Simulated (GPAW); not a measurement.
# A Ge chain with one atom pushed 0.7 Å aside at constant bond length: converging a transmission, part 2 of 3

Wanted: a convergence study of zero-bias transport through a Ge chain with one atom pushed 0.7 Å aside at constant bond length, with run times.

GPAW 26.7.0; GPAW LCAO, PAW setups; Landauer transmission from Green's functions with principal layers (ASE), zero bias.

So far. Step 7 (Width of the vacuum box, box 13 × 13 Å): The conductance equals that of the base run to 0.2 %.

## (9) Lead periods between scatterer and principal layer, 7 atoms: buffer = 0

Lead periods next to the scatterer let its potential die away before the semi-infinite lead is joined.

This step: GPAW LCAO, PAW setups; Landauer transmission from Green's functions with principal layers (ASE), zero bias (GPAW 26.7.0).

System of this step: Ge chain with one atom pushed 0.7 Å aside at constant bond length. The cell holds 7 atoms: 7 Ge. Cell: a = 9.000 Å, b = 9.000 Å, c = 16.237 Å, α = 90.0°, β = 90.0°, γ = 90.0°. Regions: left lead, 3 atoms (3 Ge); channel, 1 atom (1 Ge); right lead, 3 atoms (3 Ge). Vacuum lies along a and b. The structure is stacked along c, and the current runs across the ab planes.

run.py

```python
import json
import numpy as np
from ase import Atoms
from ase.transport.calculators import TransportCalculator
from gpaw import GPAW, FermiDirac
from gpaw.lcao.tools import get_lcao_hamiltonian
from scipy.linalg import eigh

# The junction with lead layers at both ends, along the third cell vector
device = Atoms(
    ['Ge', 'Ge', 'Ge', 'Ge', 'Ge', 'Ge', 'Ge'],
    positions=[
        [4.50000, 4.50000, 1.17500],
        [4.50000, 4.50000, 3.52500],
        [4.50000, 4.50000, 5.87500],
        [5.20000, 4.50000, 8.11832],
        [4.50000, 4.50000, 10.36165],
        [4.50000, 4.50000, 12.71165],
        [4.50000, 4.50000, 15.06165]],
    cell=[[9.0, 0.0, 0.0], [0.0, 9.0, 0.0], [0.0, 0.0, 16.23665]],
    pbc=True)

# One principal layer of the lead: the first 3 atoms of the device
lead = Atoms(
    ['Ge', 'Ge', 'Ge'],
    positions=[
        [4.50000, 4.50000, 1.17500],
        [4.50000, 4.50000, 3.52500],
        [4.50000, 4.50000, 5.87500]],
    cell=[[9.0, 0.0, 0.0], [0.0, 9.0, 0.0], [0.0, 0.0, 7.05]],
    pbc=True)

settings = dict(mode='lcao', basis='dzp', xc='LDA', h=0.2,
                occupations=FermiDirac(0.1), maxiter=250,
                mixer=dict(beta=0.1, nmaxold=8, weight=100.0),
                convergence=dict(density=0.0001))
energies = np.arange(-2, 2 + 1e-9, 0.05)
eta = 0.0001
n1, n2 = 1, 1
# k and -k transmit alike, so half of the mesh across the current serves
mesh = [(i, j) for i in range(n1) for j in range(n2) if (i, j) <= (-i % n1, -j % n2)]
weights = np.array([1 if (i, j) == (-i % n1, -j % n2) else 2 for i, j in mesh]) / (n1 * n2)

# [... helper functions left out ...]
fermi_lead = ground_state(lead, (1, 1, 16), 'lead.txt')
fermi_device = ground_state(device, (1, 1, 5), 'device.txt')
# [... loop over the mesh left out, but for ...]
        # Shift the lead onto the potential of the device's first layer
        shift = ((H[:, 0, 0] - H0[:, 0, 0]) / S0[0, 0]).real.mean()
# [...]
kT = 8.617333e-5 * 500
bias = [0.1, 0.2, 0.5, 1.0, 1.5, 2.0]
# [... integrals and printing left out ...]
```

Run with:

```sh
> OMP_NUM_THREADS=1 OPENBLAS_NUM_THREADS=2 python run.py
```

Elapsed: 27 s, on 2 threads of Arm Neoverse N1, shared host; peak memory 0.58 GiB.

Numbers from this step:

```yaml
conductance: 2.891 G₀
largest_misfit_of_the_first_principal_layer: 0.8329 eV
shift_that_aligns_the_lead: -0.02075 eV
basis_functions_of_the_junction: 91
```

One spin. Table of transmission, zone mean by energy, zero at the Fermi level:

energy (eV), transmission, zone mean and a bar:
```
    -2.00       0.91 #######
    -1.90       0.89 #######
    -1.80       0.87 #######
    -1.70       0.84 #######
    -1.55       0.78 ######
    -1.45       0.72 #####
    -1.35       0.63 ####
    -1.25       0.49 ###
    -1.15       0.24 
    -1.05       2.02 ####################
    -0.90       2.47 #########################
    -0.80       2.60 ##########################
    -0.70       2.69 ###########################
    -0.60       2.74 ############################
    -0.50       2.79 ############################
    -0.40       2.82 ############################
    -0.25       2.85 #############################
    -0.15       2.87 #############################
    -0.05       2.88 #############################
     0.00       2.89 #############################
     0.05       2.90 #############################
     0.15       2.91 #############################
     0.25       2.92 #############################
     0.40       2.93 ##############################
     0.50       2.94 ##############################
     0.60       2.94 ##############################
     0.70       2.95 ##############################
     0.80       2.95 ##############################
     0.90       2.96 ##############################
     1.05       2.96 ##############################
     1.15       2.96 ##############################
     1.25       2.97 ##############################
     1.35       2.97 ##############################
     1.45       2.97 ##############################
     1.55       2.97 ##############################
     1.70       2.96 ##############################
     1.80       2.96 ##############################
     1.90       2.96 ##############################
     2.00       2.95 ##############################
```

Not self-consistent under bias; the bias window is split evenly. Table of current through one cell, from the zero-bias transmission by bias:

```tsv
bias (V)	current through one cell, from the zero-bias transmission (μA)
0.100	22.4
0.200	44.8
0.500	112
1.000	223
1.500	333
2.000	437
```

The conductance equals that of the base run to 0.2 %. Couplings past the next layer reach 9.5e-6 eV, small enough to drop; the matrix elements of the cell's first layer differ from the bulk lead's by up to 0.83 eV. That layer keeps its own values in the calculation, and only beyond it is the lead taken as perfect.

## (10) Lead periods between scatterer and principal layer, 9 atoms: buffer = 1

System of this step: Ge chain with one atom pushed 0.7 Å aside at constant bond length. The cell holds 9 atoms: 9 Ge. Its edges and angles: a = 9.000 Å, b = 9.000 Å, c = 20.937 Å, α = 90.0°, β = 90.0°, γ = 90.0°. Regions: left lead, 4 atoms (4 Ge); channel, 1 atom (1 Ge); right lead, 4 atoms (4 Ge). Vacuum lies along a and b. The structure is stacked along c, and the current runs across the ab planes.

Edit run.py of step 9 so:

```diff
@@ -10,3 +10,3 @@
 device = Atoms(
-    ['Ge', 'Ge', 'Ge', 'Ge', 'Ge', 'Ge', 'Ge'],
+    ['Ge', 'Ge', 'Ge', 'Ge', 'Ge', 'Ge', 'Ge', 'Ge', 'Ge'],
     positions=[
@@ -15,7 +15,9 @@
         [4.50000, 4.50000, 5.87500],
-        [5.20000, 4.50000, 8.11832],
-        [4.50000, 4.50000, 10.36165],
+        [4.50000, 4.50000, 8.22500],
+        [5.20000, 4.50000, 10.46832],
         [4.50000, 4.50000, 12.71165],
-        [4.50000, 4.50000, 15.06165]],
-    cell=[[9.0, 0.0, 0.0], [0.0, 9.0, 0.0], [0.0, 0.0, 16.23665]],
+        [4.50000, 4.50000, 15.06165],
+        [4.50000, 4.50000, 17.41165],
+        [4.50000, 4.50000, 19.76165]],
+    cell=[[9.0, 0.0, 0.0], [0.0, 9.0, 0.0], [0.0, 0.0, 20.93665]],
     pbc=True)
@@ -45,3 +47,3 @@
 fermi_lead = ground_state(lead, (1, 1, 16), 'lead.txt')
-fermi_device = ground_state(device, (1, 1, 5), 'device.txt')
+fermi_device = ground_state(device, (1, 1, 4), 'device.txt')
 # [... loop over the mesh left out, but for ...]
```

Run time: 34 s. Hardware: 2 threads; peak memory 0.7 GiB.

Numbers from this step:

- conductance: 2.882 G₀
- largest misfit of the first principal layer: 0.01031 eV
- shift that aligns the lead: 0.003335 eV
- basis functions of the junction: 117
- transmission at the Fermi level (one spin): 2.883

One spin. Transmission, zone mean against energy, zero at the Fermi level:

energy (eV), transmission, zone mean and a bar from the least value:
```
    -2.00       0.90 #######
    -1.90       0.89 #######
    -1.80       0.87 ######
    -1.70       0.84 ######
    -1.55       0.79 #####
    -1.45       0.73 #####
    -1.35       0.65 ####
    -1.25       0.52 ##
    -1.15       0.31 
    -1.05       1.87 ##################
    -0.90       2.45 ########################
    -0.80       2.58 ##########################
    -0.70       2.66 ###########################
    -0.60       2.72 ###########################
    -0.50       2.76 ############################
    -0.40       2.80 ############################
    -0.25       2.84 #############################
    -0.15       2.86 #############################
    -0.05       2.88 #############################
     0.00       2.88 #############################
     0.05       2.89 #############################
     0.15       2.90 #############################
     0.25       2.91 #############################
     0.40       2.93 ##############################
     0.50       2.93 ##############################
     0.60       2.94 ##############################
     0.70       2.95 ##############################
     0.80       2.95 ##############################
     0.90       2.95 ##############################
     1.05       2.96 ##############################
     1.15       2.96 ##############################
     1.25       2.96 ##############################
     1.35       2.96 ##############################
     1.45       2.97 ##############################
     1.55       2.97 ##############################
     1.70       2.96 ##############################
     1.80       2.96 ##############################
     1.90       2.96 ##############################
     2.00       2.95 ##############################
```

Not self-consistent under bias; the bias window is split evenly. Table of current through one cell, from the zero-bias transmission by bias:

```tsv
bias (V)	current through one cell, from the zero-bias transmission (μA)
0.100	22.3
0.200	44.7
0.500	112
1.000	222
1.500	332
2.000	435
```

The conductance, 2.88 G₀, lies 0.3 % below that of the base run. Couplings past the next layer reach 9.5e-6 eV, small enough to drop; the matrix elements of the cell's first layer differ from the bulk lead's by up to 0.010 eV. That layer keeps its own values in the calculation, and only beyond it is the lead taken as perfect.

## (11) Lead periods between scatterer and principal layer, 15 atoms: buffer = 4

System of this step: Ge chain with one atom pushed 0.7 Å aside at constant bond length. The cell holds 15 atoms: 15 Ge. Its edges and angles: a = 9.000 Å, b = 9.000 Å, c = 35.037 Å, α = 90.0°, β = 90.0°, γ = 90.0°. Regions: left lead, 7 atoms (7 Ge); channel, 1 atom (1 Ge); right lead, 7 atoms (7 Ge). Vacuum lies along a and b. The structure is stacked along c, and the current runs across the ab planes.

Edit run.py of step 10 so:

```diff
@@ -10,3 +10,3 @@
 device = Atoms(
-    ['Ge', 'Ge', 'Ge', 'Ge', 'Ge', 'Ge', 'Ge', 'Ge', 'Ge'],
+    ['Ge', 'Ge', 'Ge', 'Ge', 'Ge', 'Ge', 'Ge', 'Ge', 'Ge', 'Ge', 'Ge', 'Ge', 'Ge', 'Ge', 'Ge'],
     positions=[
@@ -16,8 +16,14 @@
         [4.50000, 4.50000, 8.22500],
-        [5.20000, 4.50000, 10.46832],
-        [4.50000, 4.50000, 12.71165],
-        [4.50000, 4.50000, 15.06165],
-        [4.50000, 4.50000, 17.41165],
-        [4.50000, 4.50000, 19.76165]],
-    cell=[[9.0, 0.0, 0.0], [0.0, 9.0, 0.0], [0.0, 0.0, 20.93665]],
+        [4.50000, 4.50000, 10.57500],
+        [4.50000, 4.50000, 12.92500],
+        [4.50000, 4.50000, 15.27500],
+        [5.20000, 4.50000, 17.51832],
+        [4.50000, 4.50000, 19.76165],
+        [4.50000, 4.50000, 22.11165],
+        [4.50000, 4.50000, 24.46165],
+        [4.50000, 4.50000, 26.81165],
+        [4.50000, 4.50000, 29.16165],
+        [4.50000, 4.50000, 31.51165],
+        [4.50000, 4.50000, 33.86165]],
+    cell=[[9.0, 0.0, 0.0], [0.0, 9.0, 0.0], [0.0, 0.0, 35.03665]],
     pbc=True)
@@ -47,3 +53,3 @@
 fermi_lead = ground_state(lead, (1, 1, 16), 'lead.txt')
-fermi_device = ground_state(device, (1, 1, 4), 'device.txt')
+fermi_device = ground_state(device, (1, 1, 2), 'device.txt')
 # [... loop over the mesh left out, but for ...]
```

The job ended after 50 s (2 threads; peak memory 1 GiB).

The conductance equals that of the base run to 0.2 %. Couplings past the next layer reach 9.5e-6 eV, small enough to drop; the matrix elements of the cell's first layer differ from the bulk lead's by up to 0.011 eV. That layer keeps its own values in the calculation, and only beyond it is the lead taken as perfect.

## (12) Lead periods between scatterer and principal layer, 19 atoms: buffer = 6

System of this step: Ge chain with one atom pushed 0.7 Å aside at constant bond length. The cell holds 19 atoms: 19 Ge. Cell: a = 9.000 Å, b = 9.000 Å, c = 44.437 Å, α = 90.0°, β = 90.0°, γ = 90.0°. Regions: left lead, 9 atoms (9 Ge); channel, 1 atom (1 Ge); right lead, 9 atoms (9 Ge). Vacuum lies along a and b. The structure is stacked along c, and the current runs across the ab planes.

Edit run.py of step 11 so:

```diff
@@ -10,3 +10,3 @@
 device = Atoms(
-    ['Ge', 'Ge', 'Ge', 'Ge', 'Ge', 'Ge', 'Ge', 'Ge', 'Ge', 'Ge', 'Ge', 'Ge', 'Ge', 'Ge', 'Ge'],
+    ['Ge', 'Ge', 'Ge', 'Ge', 'Ge', 'Ge', 'Ge', 'Ge', 'Ge', 'Ge', 'Ge', 'Ge', 'Ge', 'Ge', 'Ge', 'Ge', 'Ge', 'Ge', 'Ge'],
     positions=[
@@ -19,5 +19,5 @@
         [4.50000, 4.50000, 15.27500],
-        [5.20000, 4.50000, 17.51832],
-        [4.50000, 4.50000, 19.76165],
-        [4.50000, 4.50000, 22.11165],
+        [4.50000, 4.50000, 17.62500],
+        [4.50000, 4.50000, 19.97500],
+        [5.20000, 4.50000, 22.21832],
         [4.50000, 4.50000, 24.46165],
@@ -26,4 +26,8 @@
         [4.50000, 4.50000, 31.51165],
-        [4.50000, 4.50000, 33.86165]],
-    cell=[[9.0, 0.0, 0.0], [0.0, 9.0, 0.0], [0.0, 0.0, 35.03665]],
+        [4.50000, 4.50000, 33.86165],
+        [4.50000, 4.50000, 36.21165],
+        [4.50000, 4.50000, 38.56165],
+        [4.50000, 4.50000, 40.91165],
+        [4.50000, 4.50000, 43.26165]],
+    cell=[[9.0, 0.0, 0.0], [0.0, 9.0, 0.0], [0.0, 0.0, 44.43665]],
     pbc=True)
```

It took 75 s on 2 threads; peak memory 1.3 GiB.

One spin. Transmission, zone mean against energy, zero at the Fermi level:

```tsv
energy (eV)	transmission, zone mean
-2.000	0.906
-1.800	0.870
-1.600	0.808
-1.400	0.685
-1.200	0.390
-1.000	2.24
-0.800	2.60
-0.600	2.73
-0.400	2.81
-0.200	2.86
0.000	2.89
0.200	2.91
0.400	2.92
0.600	2.94
0.800	2.95
1.000	2.96
1.200	2.96
1.400	2.96
1.600	2.96
1.800	2.96
2.000	2.95
```

The conductance equals that of the base run to 0.2 %. Couplings past the next layer reach 9.5e-6 eV, small enough to drop; the matrix elements of the cell's first layer differ from the bulk lead's by up to 0.0042 eV. That layer keeps its own values in the calculation, and only beyond it is the lead taken as perfect.

## (13) Convergence in the lead periods between scatterer and principal layer

This step: convergence of the conductance (GPAW 26.7.0).

Table of conductance by lead periods between scatterer and principal layer:

```tsv
lead periods between scatterer and principal layer	conductance (G₀)
0.00	2.89
1.00	2.88
2.00	2.89
4.00	2.89
6.00	2.89
```

## (14) Varying the smearing: width = 0.01

Smearing helps the SCF of a metal converge, but it blurs occupations at band edges near the Fermi level.

This step: GPAW LCAO, PAW setups; Landauer transmission from Green's functions with principal layers (ASE), zero bias (GPAW 26.7.0).

System of this step: Ge chain with one atom pushed 0.7 Å aside at constant bond length. The cell holds 11 atoms: 11 Ge. Cell: a = 9.000 Å, b = 9.000 Å, c = 25.637 Å, α = 90.0°, β = 90.0°, γ = 90.0°. Regions: left lead, 5 atoms (5 Ge); channel, 1 atom (1 Ge); right lead, 5 atoms (5 Ge). Vacuum lies along a and b. The structure is stacked along c, and the current runs across the ab planes.

Edit run.py of step 12 so:

```diff
@@ -10,3 +10,3 @@
 device = Atoms(
-    ['Ge', 'Ge', 'Ge', 'Ge', 'Ge', 'Ge', 'Ge', 'Ge', 'Ge', 'Ge', 'Ge', 'Ge', 'Ge', 'Ge', 'Ge', 'Ge', 'Ge', 'Ge', 'Ge'],
+    ['Ge', 'Ge', 'Ge', 'Ge', 'Ge', 'Ge', 'Ge', 'Ge', 'Ge', 'Ge', 'Ge'],
     positions=[
@@ -17,17 +17,9 @@
         [4.50000, 4.50000, 10.57500],
-        [4.50000, 4.50000, 12.92500],
-        [4.50000, 4.50000, 15.27500],
-        [4.50000, 4.50000, 17.62500],
-        [4.50000, 4.50000, 19.97500],
-        [5.20000, 4.50000, 22.21832],
-        [4.50000, 4.50000, 24.46165],
-        [4.50000, 4.50000, 26.81165],
-        [4.50000, 4.50000, 29.16165],
-        [4.50000, 4.50000, 31.51165],
-        [4.50000, 4.50000, 33.86165],
-        [4.50000, 4.50000, 36.21165],
-        [4.50000, 4.50000, 38.56165],
-        [4.50000, 4.50000, 40.91165],
-        [4.50000, 4.50000, 43.26165]],
-    cell=[[9.0, 0.0, 0.0], [0.0, 9.0, 0.0], [0.0, 0.0, 44.43665]],
+        [5.20000, 4.50000, 12.81832],
+        [4.50000, 4.50000, 15.06165],
+        [4.50000, 4.50000, 17.41165],
+        [4.50000, 4.50000, 19.76165],
+        [4.50000, 4.50000, 22.11165],
+        [4.50000, 4.50000, 24.46165]],
+    cell=[[9.0, 0.0, 0.0], [0.0, 9.0, 0.0], [0.0, 0.0, 25.63665]],
     pbc=True)
@@ -45,3 +37,3 @@
 settings = dict(mode='lcao', basis='dzp', xc='LDA', h=0.2,
-                occupations=FermiDirac(0.1), maxiter=250,
+                occupations=FermiDirac(0.01), maxiter=250,
                 mixer=dict(beta=0.1, nmaxold=8, weight=100.0),
@@ -57,3 +49,3 @@
 fermi_lead = ground_state(lead, (1, 1, 16), 'lead.txt')
-fermi_device = ground_state(device, (1, 1, 2), 'device.txt')
+fermi_device = ground_state(device, (1, 1, 3), 'device.txt')
 # [... loop over the mesh left out, but for ...]
```

Run time: 41 s. Hardware: 2 threads; peak memory 0.82 GiB.

Numbers from this step:

```
conductance                                 : 2.912 G₀
largest misfit of the first principal layer : 0.02301 eV
shift that aligns the lead                  : -0.1016 eV
basis functions of the junction             : 143
transmission at the Fermi level (one spin)  : 2.913
```

One spin. Transmission, zone mean against energy, zero at the Fermi level:

energy (eV), transmission, zone mean and a bar from the least value:
```
    -2.00       0.89 ######
    -1.85       0.86 #####
    -1.70       0.81 #####
    -1.60       0.76 ####
    -1.45       0.65 ###
    -1.30       0.42 
    -1.15       1.73 ################
    -1.05       2.34 #######################
    -0.90       2.59 ##########################
    -0.75       2.70 ###########################
    -0.60       2.77 ############################
    -0.50       2.81 ############################
    -0.35       2.86 #############################
    -0.20       2.89 #############################
    -0.05       2.91 #############################
     0.00       2.91 #############################
     0.05       2.92 #############################
     0.20       2.93 ##############################
     0.35       2.93 ##############################
     0.50       2.94 ##############################
     0.60       2.95 ##############################
     0.75       2.95 ##############################
     0.90       2.96 ##############################
     1.05       2.96 ##############################
     1.15       2.96 ##############################
     1.30       2.96 ##############################
     1.45       2.96 ##############################
     1.60       2.96 ##############################
     1.70       2.96 ##############################
     1.85       2.95 ##############################
     2.00       2.95 ##############################
```

Not self-consistent under bias; the bias window is split evenly. The current through one cell, from the zero-bias transmission by bias:

```tsv
bias (V)	current through one cell, from the zero-bias transmission (μA)
0.100	22.6
0.200	45.1
0.500	113
1.000	225
1.500	335
2.000	442
```

The conductance, 2.91 G₀, lies 0.7 % above that of the base run.

(Part 2 of 3 ends here.)

[Logs are printed without paths, hosts, clocks, repeated set-up lines and the standing remarks that a program may print on its own settings, such as how far it seeks lower states.]

[Hosts, paths, dates, database ids (printed as entryN), source tags and the programs' standing remarks are cut or masked in the printed files.]
